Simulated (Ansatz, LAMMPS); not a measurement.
## Glassy 63SiO2-22Al2O3-15ZnO (mol %) (89 atoms) under strain

How stiff is glassy 63SiO2-22Al2O3-15ZnO (mol %) (89 atoms), and how do its levels respond to strain?

Calculated with Ansatz 0.2.0; Kohn-Sham DFT, RPBE, PAW (set soft_1), plane waves.

## Step 1: Set-up

The cell holds 89 atoms: 17 Si, 12 Al, 4 Zn and 56 O. Its edges and angles: a = 10.358 Å, b = 10.358 Å, c = 10.358 Å, α = 90.0°, β = 90.0°, γ = 90.0°. 89 atoms (17 Si, 12 Al, 4 Zn, 56 O) placed at random at 2.7 g/cm³, melted at 4000 K for 10 ps at fixed volume with the Morse and Coulomb pair potential with partial charges (Pedone, Malavasi, Menziani, Cormack and Segre, J. Phys. Chem. B 110, 11780 (2006)). Quenched from 4000 K to 300 K at 20 K/ps and fixed volume, held 10 ps at zero pressure, then minimised at fixed cell.

What the set-up can't give: The quench rate of 20 K/ps is many orders above laboratory rates, so the cell is likely richer in defects and strain than a real sample. The starting topology of bonds comes from the classical model, and needn't be the one that DFT or experiment would give. Only the Γ point is sampled.

## Step 2: Single point at the start

A single point comes first, to see the forces before anything moves.

File input.yaml:

```yaml
crystal:
  lattice:
    - [10.35762, 0.0, 0.0]
    - [0.0, 10.35762, 0.0]
    - [0.0, 0.0, 10.35762]
  atoms:
    - { symbol: Si, position: [0.09202, 0.79256, 0.88016] }
    - { symbol: Si, position: [0.93826, 0.43476, 0.87249] }
    - { symbol: Si, position: [0.38687, 0.87363, 0.40359] }
    - { symbol: Si, position: [0.87759, 0.63336, 0.38538] }
    - { symbol: Si, position: [0.82885, 0.76808, 0.9791] }
    - { symbol: Si, position: [0.37844, 0.1729, 0.3141] }
    - { symbol: Si, position: [0.28475, 0.87445, 0.66746] }
    - { symbol: Si, position: [0.75013, 0.00151, 0.16585] }
    - { symbol: Si, position: [0.39742, 0.5829, 0.65716] }
    - { symbol: Si, position: [0.70161, 0.40821, 0.02692] }
    - { symbol: Si, position: [0.29108, 0.55243, 0.92258] }
    - { symbol: Si, position: [0.88784, 0.25726, 0.21962] }
    - { symbol: Si, position: [0.03554, 0.14846, 0.83656] }
    - { symbol: Si, position: [0.61803, 0.62025, 0.22936] }
    - { symbol: Si, position: [0.5064, 0.9936, 0.82494] }
    - { symbol: Si, position: [0.5103, 0.17477, 0.05782] }
    - { symbol: Si, position: [0.49871, 0.42668, 0.42766] }
    - { symbol: Al, position: [0.13314, 0.33967, 0.35576] }
    - { symbol: Al, position: [0.71946, 0.24667, 0.49186] }
    - { symbol: Al, position: [0.00791, 0.57926, 0.1402] }
    - { symbol: Al, position: [0.90097, 0.92922, 0.42965] }
    - { symbol: Al, position: [0.456, 0.78918, 0.0513] }
    - { symbol: Al, position: [0.02452, 0.50812, 0.57924] }
    - { symbol: Al, position: [0.21283, 0.61866, 0.34944] }
    - { symbol: Al, position: [0.99481, 0.20094, 0.56716] }
    - { symbol: Al, position: [0.56204, 0.68581, 0.85684] }
    - { symbol: Al, position: [0.65417, 0.95477, 0.46372] }
    - { symbol: Al, position: [0.79406, 0.0433, 0.70163] }
    - { symbol: Al, position: [0.17823, 0.83006, 0.15681] }
    - { symbol: Zn, position: [0.19698, 0.27953, 0.07422] }
    - { symbol: Zn, position: [0.16278, 0.02902, 0.41348] }
    - { symbol: Zn, position: [0.71305, 0.52441, 0.63489] }
    - { symbol: Zn, position: [0.04447, 0.0345, 0.10259] }
    - { symbol: O, position: [0.09609, 0.16072, 0.69505] }
    - { symbol: O, position: [0.55221, 0.60137, 0.7139] }
    - { symbol: O, position: [0.96365, 0.28423, 0.86146] }
    - { symbol: O, position: [0.0011, 0.48717, 0.00172] }
    - { symbol: O, position: [0.32708, 0.86114, 0.10048] }
    - { symbol: O, position: [0.88858, 0.68917, 0.09591] }
    - { symbol: O, position: [0.94222, 0.76291, 0.8677] }
    - { symbol: O, position: [0.18568, 0.66894, 0.9139] }
    - { symbol: O, position: [0.23194, 0.45867, 0.31296] }
    - { symbol: O, position: [0.1167, 0.94959, 0.25364] }
    - { symbol: O, position: [0.51007, 0.85095, 0.89787] }
    - { symbol: O, position: [0.7823, 0.90215, 0.05337] }
    - { symbol: O, position: [0.39709, 0.01859, 0.33784] }
    - { symbol: O, position: [0.5855, 0.30444, 0.0177] }
    - { symbol: O, position: [0.63554, 0.39451, 0.51261] }
    - { symbol: O, position: [0.75601, 0.95328, 0.31576] }
    - { symbol: O, position: [0.352, 0.73094, 0.65968] }
    - { symbol: O, position: [0.04082, 0.28217, 0.22138] }
    - { symbol: O, position: [0.6206, 0.08367, 0.13586] }
    - { symbol: O, position: [0.04613, 0.3482, 0.5029] }
    - { symbol: O, position: [0.65544, 0.52907, 0.10748] }
    - { symbol: O, position: [0.73559, 0.64656, 0.32581] }
    - { symbol: O, position: [0.42872, 0.63508, 0.95897] }
    - { symbol: O, position: [0.4729, 0.09596, 0.93414] }
    - { symbol: O, position: [0.86587, 0.56547, 0.52734] }
    - { symbol: O, position: [0.93711, 0.77424, 0.3993] }
    - { symbol: O, position: [0.87454, 0.10413, 0.16492] }
    - { symbol: O, position: [0.81679, 0.26016, 0.35493] }
    - { symbol: O, position: [0.5278, 0.52655, 0.31556] }
    - { symbol: O, position: [0.99001, 0.06439, 0.46689] }
    - { symbol: O, position: [0.46143, 0.28801, 0.37277] }
    - { symbol: O, position: [0.23431, 0.1983, 0.36913] }
    - { symbol: O, position: [0.64338, 0.02371, 0.76626] }
    - { symbol: O, position: [0.70964, 0.70745, 0.90929] }
    - { symbol: O, position: [0.27104, 0.91586, 0.51865] }
    - { symbol: O, position: [0.39158, 0.97033, 0.72579] }
    - { symbol: O, position: [0.11966, 0.13987, 0.96618] }
    - { symbol: O, position: [0.5598, 0.74926, 0.17023] }
    - { symbol: O, position: [0.91981, 0.04514, 0.81388] }
    - { symbol: O, position: [0.08745, 0.87281, 0.01318] }
    - { symbol: O, position: [0.80765, 0.3375, 0.11816] }
    - { symbol: O, position: [0.32176, 0.51571, 0.77192] }
    - { symbol: O, position: [0.39015, 0.19435, 0.15731] }
    - { symbol: O, position: [0.1351, 0.60223, 0.50191] }
    - { symbol: O, position: [0.13893, 0.67263, 0.19433] }
    - { symbol: O, position: [0.32155, 0.74979, 0.34952] }
    - { symbol: O, position: [0.52611, 0.85454, 0.46272] }
    - { symbol: O, position: [0.41078, 0.49991, 0.5319] }
    - { symbol: O, position: [0.99056, 0.49281, 0.7411] }
    - { symbol: O, position: [0.27057, 0.43296, 0.00541] }
    - { symbol: O, position: [0.62633, 0.11245, 0.48394] }
    - { symbol: O, position: [0.79177, 0.93443, 0.56573] }
    - { symbol: O, position: [0.95589, 0.5329, 0.2959] }
    - { symbol: O, position: [0.83034, 0.20146, 0.61756] }
    - { symbol: O, position: [0.77664, 0.4422, 0.89277] }
    - { symbol: O, position: [0.16289, 0.86094, 0.75996] }
kpoints:
  mp_grid: { grid: [1, 1, 1] }
hamiltonian:
  xc: rpbe
  pseudopotentials: { kind: paw, azcp: { folder: soft_1 } }
scf:
  occupations: { method: fixed }
output:
  forces: true
```

Run with:

```console
$ ansatz run input.yaml --threads 4 --pin off --max-ram 8192MiB --backend cpu --events-out ev --progress --plain --runs-dir out
```

Numbers of over 12 decimals in the logs are rounded to 6 here.

The log of the run:

```text
Engine: ansatz 0.2.0, aarch64-unknown-linux-gnu
Pseudopotentials: kind: paw
Pseudopotential: Si, paw, valence charge 4, recommended cutoff 420 eV (normal), soft_1/Si.paw.azcp
Pseudopotential: Al, paw, valence charge 3, recommended cutoff 420 eV (normal), soft_1/Al.paw.azcp
Pseudopotential: Zn, paw, valence charge 12, recommended cutoff 420 eV (normal), soft_1/Zn.paw.azcp
Pseudopotential: O, paw, valence charge 6, recommended cutoff 420 eV (normal), soft_1/O.paw.azcp
[... 5 lines on functional and potentials left out ...]
Crystal: 89 atoms, lattice volume = 1111.168 Å³
Basis set: ecut = 420 eV, 21823 PW (Γ), exchange–correlation on 144×144×144 points (8 copies of the dense FFT grid, shifted against one another)
Bands: 333, of which v1, the nominal top of the filled ones, is band 244 counted from 1 (243 counted from 0)
Symmetry: 1 space group operations
Space group: P1 (ITA 1), of the structure as read, at distance tolerance 1.0e-4 Å
k-points: 1
[... 13 lines on functional and potentials left out ...]
Initial density: superposition of atomic densities (chi_scale 0.1, normalization cell, long waves kept (reshape's long-wave potential 0.94 eV rms))
Initial wavefunctions: pseudopotential atomic-orbital guess
Functional: x = rpbe, c = pbe(β = 0.066725)
SCF iter   1: F=—  HF=-62659.430714 eV  |F-HF|=—  |Δ(HF+E_count)|=         —  Δρ=1.35e-1  dr2=1.88e2  ethr=3.10e-3  ⟨swp⟩=5.0  Hψ=1081  notcnv=0  defer=87
preconditioner: auto → Resta (q_TF=auto, 2.379 Å⁻¹)  ε∞=3.0  [insulator: Δε(μ)=2.743 eV  Ē_g=17.482 eV  n_scr=250 (ndim 8)  ℏωp=24.6 eV  f_vac=0.062  ε∞_Penn≈3.0]
SCF iter   2: F=—  HF=-62607.420933 eV  |F-HF|=—  |Δ(HF+E_count)|=    5.20e1  Δρ=4.35e-2  dr2=1.43e1  ethr=3.10e-3  ⟨swp⟩=3.0  Hψ=779  notcnv=0  defer=87
SCF iter   3: F=—  HF=-62605.178177 eV  |F-HF|=—  |Δ(HF+E_count)|=    2.24e0  Δρ=2.17e-2  dr2=4.49e0  ethr=2.94e-3  ⟨swp⟩=2.0  Hψ=501  notcnv=0  defer=71
automatic band count: iteration 3 solves 318 bands in place of 333: the levels show a gap, and the empty bands left out lie too high to hold charge; the band table lists the bands solved (type scf.n_extra_bands for more)
SCF iter   4: F=—  HF=-62605.467517 eV  |F-HF|=—  |Δ(HF+E_count)|=   2.89e-1  Δρ=1.01e-2  dr2=6.59e-1  ethr=9.20e-4  ⟨swp⟩=3.0  Hψ=422  notcnv=0  defer=72
SCF iter   5: F=—  HF=-62605.403349 eV  |F-HF|=—  |Δ(HF+E_count)|=   6.42e-2  Δρ=2.17e-3  dr2=5.44e-2  ethr=1.35e-4  ⟨swp⟩=3.0  Hψ=510  notcnv=0  defer=72
SCF iter   6: F=—  HF=-62605.454632 eV  |F-HF|=—  |Δ(HF+E_count)|=   5.13e-2  Δρ=1.36e-3  dr2=1.77e-2  ethr=1.11e-5  ⟨swp⟩=3.0  Hψ=449  notcnv=0  defer=72
SCF iter   7: F=—  HF=-62605.456813 eV  |F-HF|=—  |Δ(HF+E_count)|=   2.18e-3  Δρ=4.66e-4  dr2=2.12e-3  ethr=3.62e-6  ⟨swp⟩=2.0  Hψ=452  notcnv=0  defer=72
SCF iter   8: F=—  HF=-62605.458370 eV  |F-HF|=—  |Δ(HF+E_count)|=   1.56e-3  Δρ=2.36e-4  dr2=4.86e-4  ethr=4.35e-7  ⟨swp⟩=2.0  Hψ=447  notcnv=0  defer=72
SCF iter   9: F=—  HF=-62605.458252 eV  |F-HF|=—  |Δ(HF+E_count)|=   1.18e-4  Δρ=1.03e-4  dr2=7.64e-5  ethr=9.97e-8  ⟨swp⟩=2.0  Hψ=469  notcnv=0  defer=72
SCF iter  10: F=—  HF=-62605.459643 eV  |F-HF|=—  |Δ(HF+E_count)|=   1.39e-3  Δρ=3.03e-5  dr2=7.45e-6  ethr=1.57e-8  ⟨swp⟩=2.0  Hψ=513  notcnv=0  defer=72
SCF iter  11: F=—  HF=-62605.459643 eV  |F-HF|=—  |Δ(HF+E_count)|=   4.65e-7  Δρ=1.91e-5  dr2=2.60e-6  ethr=1.53e-9  ⟨swp⟩=2.0  Hψ=467  notcnv=0  defer=72
SCF iter  12: F=—  HF=-62605.459642 eV  |F-HF|=—  |Δ(HF+E_count)|=   4.93e-7  Δρ=5.83e-6  dr2=3.11e-7  ethr=5.34e-10  ⟨swp⟩=2.0  Hψ=462  notcnv=0  defer=72
SCF iter  13: F=-62605.459642 eV  HF=-62605.459642 eV  |F-HF|=3.80e-9  |Δ(HF+E_count)|=   4.34e-8  Δρ=2.39e-6  dr2=5.97e-8  ethr=2.05e-11  ⟨swp⟩=4.0  Hψ=998  notcnv=0
SCF 1 converged in 13 iterations: F = -62605.459642 eV  dr2 = 5.97e-8
  greatest PAW one-centre occupation: 0.990 electrons in one spin orbital (limit 2), on the Zn atom at site 29 (counted from 0), in its partial waves of l = 2
SCF converged after 13 iterations
Free energy (F): -62605.459642 eV
Harris-Foulkes:  -62605.459642 eV  (|F-HF|=3.80e-9)
Internal energy: -62605.459642 eV  (E = F + TS)
E sigma→0 (E₀):  -62605.459642 eV
Fermi energy:    4.381428 eV
--- Per-component energies (eV) ---
  E_band       = -1501.150081
  E_kinetic    = 11325.191513
  E_local      = -38993.827036  (includes V_loc(G=0)·N_el)
  E_nonlocal   = 6684.343701
  E_hartree    = 15138.608928
  E_xc         = -5813.941769
  E_vxc        = -6558.706966  (∫ρ·V_xc dr)
  E_paw        = -31293.112142  (= ΣΔE_a)
  E_vpaw       = -4235.432898  (= ΣTr[D̂ρ^β])
  E_aug_tail   = 0.044079  (compensation charges beyond the density's cutoff)
  E_ewald      = -19650.685618
  E_core_change = -2.081300  (= ΣΔE_core)
  E_smearing   = -0.000000  (= −TS)
  E_closure    = -0.000000  (closes the sum)
  Σ components = -62605.459642   (vs F -62605.459642, Δ=0.00e0)
--- Forces (eV/Å), atoms counted from 1 ---
  atom   1  Si     0.92866452    -0.80890651     1.30833845
  atom   2  Si    -0.01254101    -0.63046945     0.90016714
  atom   3  Si     0.18574444     1.10297768     0.87416123
  atom   4  Si     0.09825035    -0.02202675    -1.18106026
  atom   5  Si     1.69593758    -0.18008672     1.59340310
  atom   6  Si    -0.10481294    -0.86387968     0.48799065
  atom   7  Si     1.13395537    -1.49009335     1.07108933
  atom   8  Si    -0.01735792     0.76627524    -0.18971871
  atom   9  Si     0.37600310     1.24847618     1.62427485
  atom  10  Si     1.27874017    -0.82830953     1.09259339
  atom  11  Si     0.56213523     2.41188458    -1.40892442
  atom  12  Si    -1.76997452    -0.59598860     0.38441830
  atom  13  Si    -1.79545331     0.76788710    -1.32876433
  atom  14  Si     0.83152731    -0.61101515    -0.29889005
[...]
atom  88  O     -0.95901171     0.34490552    -1.20567298
  atom  89  O     -0.90430021     0.97433752    -0.89094222
  max |Σ_I F_I| component: 1.45e-4 eV/Å
```

Elapsed: 15 s, on 4 threads of Arm Neoverse V1, shared host; peak memory 1.3 GiB.

The r.m.s. force at the start is 0.80 eV/Å.

(Continued in part 2 of 4.)

[Logs are printed without paths, hosts, clocks, repeated set-up lines and the standing remarks that a program may print on its own settings, such as how far it seeks lower states.]

[Hosts, paths, dates, database ids (printed as entryN), source tags and the programs' standing remarks are cut or masked in the printed files.]
